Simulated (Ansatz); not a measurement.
# The false plateau in GW convergence: KCdCO3F (P-6m2), part 2 of 2

Aim: vary empty bands and screening cutoff apart and together in G0W0 on KCdCO3F (P-6m2).

Ansatz 0.2.0; G0W0 on PBE, plane waves, PAW; PAW set soft_1. Known limits of the many-body steps: not at the basis limit; d shell near the gap, gap tends to lie low; no spin-orbit coupling.

So far. Step 7 (421 empty bands, screening to 150 eV): The G0W0 gap on the mesh is 3.865 eV.

## (8) 749 empty bands, screening to 220 eV

Input file input.yaml:

```yaml
crystal:
  lattice:
    - [5.1324, 0.0, 0.0]
    - [-2.5662, 4.4447887824, 0.0]
    - [0.0, 0.0, 4.4324]
  atoms:
    - { symbol: K, position: [0.0, 0.0, 0.0] }
    - { symbol: Cd, position: [0.6666666667, 0.3333333333, 0.5] }
    - { symbol: C, position: [0.3333333333, 0.6666666667, 0.5] }
    - { symbol: O, position: [0.1878970915, 0.3757941831, 0.5] }
    - { symbol: O, position: [0.1878970915, 0.8121029085, 0.5] }
    - { symbol: O, position: [0.6242058169, 0.8121029085, 0.5] }
    - { symbol: F, position: [0.6666666667, 0.3333333333, 0.0] }
kpoints:
  mp_grid: { grid: [6, 6, 6] }
hamiltonian:
  xc: pbe
  pseudopotentials: { kind: paw, azcp: { folder: soft_1 } }
scf:
  occupations: { method: fixed }
gw:
  n_empty_bands: 749
  ecut_chi: 220
  qp_bands: [v2, c2]
  qp_kpoints: band_edges
  screening: { model: contour_deformation }
```

The run is started by

```bash
ansatz run input.yaml --threads 3 --pin off --max-ram 92160MiB --backend cuda --events-out ev --progress --plain --runs-dir out --devices 1 --max-vram 13GiB
```

Numbers of over 12 decimals in the logs are rounded to 6 here.

The log of the run:

```text
GPUs: using 1 of 1 available (devices: 1).
[...]
GPU FFT provider: cuFFT
GPU libraries: cuBLAS 13.8.2, cuFFT 12.4.0, cuSOLVER 12.3.4
Crystal: 7 atoms, lattice volume = 101.114 Å³
Basis set: ecut = 420 eV, 1977 PW (Γ)
Bands: 36, of which v1, the nominal top of the filled ones, is band 29 counted from 1 (28 counted from 0)
Symmetry: 12 space group operations
[...]
k-points: 28 of 216 (time reversal used)
[...]
1    31     10.7089   -10.9280    -4.4226   -16.8720  0.7894    12.2651    12.2303  root
[...]
27    28      3.6552   -31.3731     4.6671   -25.2978  0.7595     2.2018     2.2470  root
    27    29      4.5261   -26.8518     4.3551   -21.1014  0.7501     3.0878     3.1309  root
    27    30     10.7431   -13.0234    -4.3373   -18.6644  0.7818    12.0810    12.0468  root
    27    31     11.0632   -11.9060    -4.4282   -17.9440  0.7777    12.7174    12.6730  root
[key lines of the parts left out:]
SCF converged after 11 iterations
Free energy (F): -12555.923253 eV
Fermi energy:    4.969568 eV
```

It took 6.4 min on 1 × NVIDIA H100 80GB HBM3 (shared by 6 runs) with 3 threads of AMD EPYC 7R13 (Zen 3), shared host; peak memory 5.3 GiB.

The G0W0 gap on the mesh is 3.966 eV.

## (9) 229 empty bands, screening to 300 eV

input.yaml: that of step 8 with these lines changed.

```diff
@@ -21,4 +21,4 @@
 gw:
-  n_empty_bands: 749
-  ecut_chi: 220
+  n_empty_bands: 229
+  ecut_chi: 300
   qp_bands: [v2, c2]
```

The log of the run:

```text
GPUs: using 1 of 1 available (devices: 1).
[...]
GPU FFT provider: cuFFT
GPU libraries: cuBLAS 13.8.2, cuFFT 12.4.0, cuSOLVER 12.3.4
Crystal: 7 atoms, lattice volume = 101.114 Å³
Basis set: ecut = 420 eV, 1977 PW (Γ)
Bands: 36, of which v1, the nominal top of the filled ones, is band 29 counted from 1 (28 counted from 0)
Symmetry: 12 space group operations
[...]
k-points: 28 of 216 (time reversal used)
[...]
1    31     10.7089   -10.9280    -4.1215   -16.8720  0.7899    12.5852    12.5313  root
[...]
27    28      3.6552   -31.3731     4.9679   -25.2978  0.7580     2.5215     2.5478  root
    27    29      4.5261   -26.8518     4.6519   -21.1014  0.7488     3.4025     3.4276  root
    27    30     10.7431   -13.0234    -4.0363   -18.6644  0.7818    12.4042    12.3478  root
    27    31     11.0632   -11.9060    -4.1113   -17.9440  0.7782    13.0567    12.9899  root
[key lines of the parts left out:]
SCF converged after 11 iterations
Free energy (F): -12555.923253 eV
Fermi energy:    4.969568 eV
```

The job ended after 2.8 min (1 × NVIDIA H100 80GB HBM3 (shared by 6 runs) with 3 threads; peak memory 9.3 GiB; 4.9 min of CPU time).

The G0W0 gap on the mesh is 3.874 eV.

## (10) 1193 empty bands, screening to 300 eV

input.yaml: that of step 9 with these lines changed.

```diff
@@ -21,3 +21,3 @@
 gw:
-  n_empty_bands: 229
+  n_empty_bands: 1193
   ecut_chi: 300
```

The log of the run:

```text
GPUs: using 1 of 1 available (devices: 1).
[...]
GPU FFT provider: cuFFT
GPU libraries: cuBLAS 13.8.2, cuFFT 12.4.0, cuSOLVER 12.3.4
Crystal: 7 atoms, lattice volume = 101.114 Å³
Basis set: ecut = 420 eV, 1977 PW (Γ)
Bands: 36, of which v1, the nominal top of the filled ones, is band 29 counted from 1 (28 counted from 0)
Symmetry: 12 space group operations
[...]
k-points: 28 of 216 (time reversal used)
[...]
1    31     10.7089   -10.9280    -4.4830   -16.8720  0.7890    12.2014    12.1699  root
[...]
27    28      3.6552   -31.3731     4.5953   -25.2978  0.7577     2.1237     2.1753  root
    27    29      4.5261   -26.8518     4.2779   -21.1014  0.7485     3.0044     3.0537  root
    27    30     10.7431   -13.0234    -4.3874   -18.6644  0.7810    12.0280    11.9967  root
    27    31     11.0632   -11.9060    -4.4937   -17.9440  0.7772    12.6474    12.6075  root
[key lines of the parts left out:]
SCF converged after 11 iterations
Free energy (F): -12555.923253 eV
Fermi energy:    4.969568 eV
```

The job ended after 14 min (1 × NVIDIA H100 80GB HBM3 (shared by 6 runs) with 3 threads; peak memory 11 GiB; 25 min of CPU time).

The G0W0 gap on the mesh is 4.031 eV.

## (11) The grid

Start PBE, 6×6×6 mesh. Times are wall times on 1 × NVIDIA H100 80GB HBM3 (shared by 6 runs) with 3 threads of AMD EPYC 7R13 (Zen 3), shared host, good to a factor of about two.

```csv
cutoff (eV),plane waves at q = 0,bands summed,gap (eV),Σc valence (eV),Σc conduction (eV),time
50,71,110,3.866,4.89,-3.41,28 s
50,71,450,3.727,4.67,-3.77,97 s
100,253,258,3.753,4.74,-3.67,75 s
100,253,1222,3.764,4.59,-3.81,13 min
150,405,110,3.811,5.09,-3.26,37 s
150,405,450,3.865,4.56,-3.74,2.4 min
220,731,778,3.966,4.40,-3.80,6.4 min
300,1195,258,3.874,4.72,-3.57,2.8 min
300,1195,1222,4.031,4.31,-3.82,14 min
```

## (12) Outcome

| Property | Result |
| --- | --- |
| 110 bands, 50 eV | 3.866 eV |
| 450 bands, 50 eV | 3.727 eV |
| 258 bands, 100 eV | 3.753 eV |
| 1222 bands, 100 eV | 3.764 eV |
| 110 bands, 150 eV | 3.811 eV |
| 450 bands, 150 eV | 3.865 eV |
| 778 bands, 220 eV | 3.966 eV |
| 258 bands, 300 eV | 3.874 eV |
| 1222 bands, 300 eV | 4.031 eV |
| estimated limit along the diagonal | 4.14 eV |
| mesh and start | 6×6×6, PBE |

What this shows: At 50 eV, going from 110 to 450 bands moves the gap by −0.14 eV. At 100 eV, going from 258 to 1222 bands moves the gap by +0.01 eV. At 150 eV, going from 110 to 450 bands moves the gap by +0.05 eV. At 300 eV, going from 258 to 1222 bands moves the gap by +0.16 eV. At 110 bands, raising the cutoff from 50 to 150 eV moves it by −0.06 eV. At 450 bands, raising the cutoff from 50 to 150 eV moves it by +0.14 eV. At 258 bands, raising the cutoff from 100 to 300 eV moves it by +0.12 eV. At 1222 bands, raising the cutoff from 100 to 300 eV moves it by +0.27 eV. Along the diagonal, where both rise together, the two highest rungs point to 4.14 eV. Gaps are over the mesh's points; an edge off the mesh would be missed. A low cutoff hides what high bands add, so a band series at one cutoff can look settled before the gap is. A d shell, filled or nearly so, lies near the gap. One-shot GW converges very slowly in bands there, not always from below, and on a semilocal start the gap tends to come out low; starts rich in exact exchange can overshoot instead. The many-body steps are scalar-relativistic: spin-orbit coupling is not in them.

[Paths, hosts, dates, memory and timing lines, banners, echoed tables and standing remarks are left out of the program output.]

[Logs are printed without paths, hosts, clocks, repeated set-up lines and the standing remarks that a program may print on its own settings, such as how far it seeks lower states.]

[Runs of the session that timed out or met a known fault of the program may be left out.]

[Cells called generated may have been cut or substituted from an entry of the Crystallography Open Database or the Materials Project.]

[Hosts, paths, dates, database ids (printed as entryN), source tags and the programs' standing remarks are cut or masked in the printed files.]
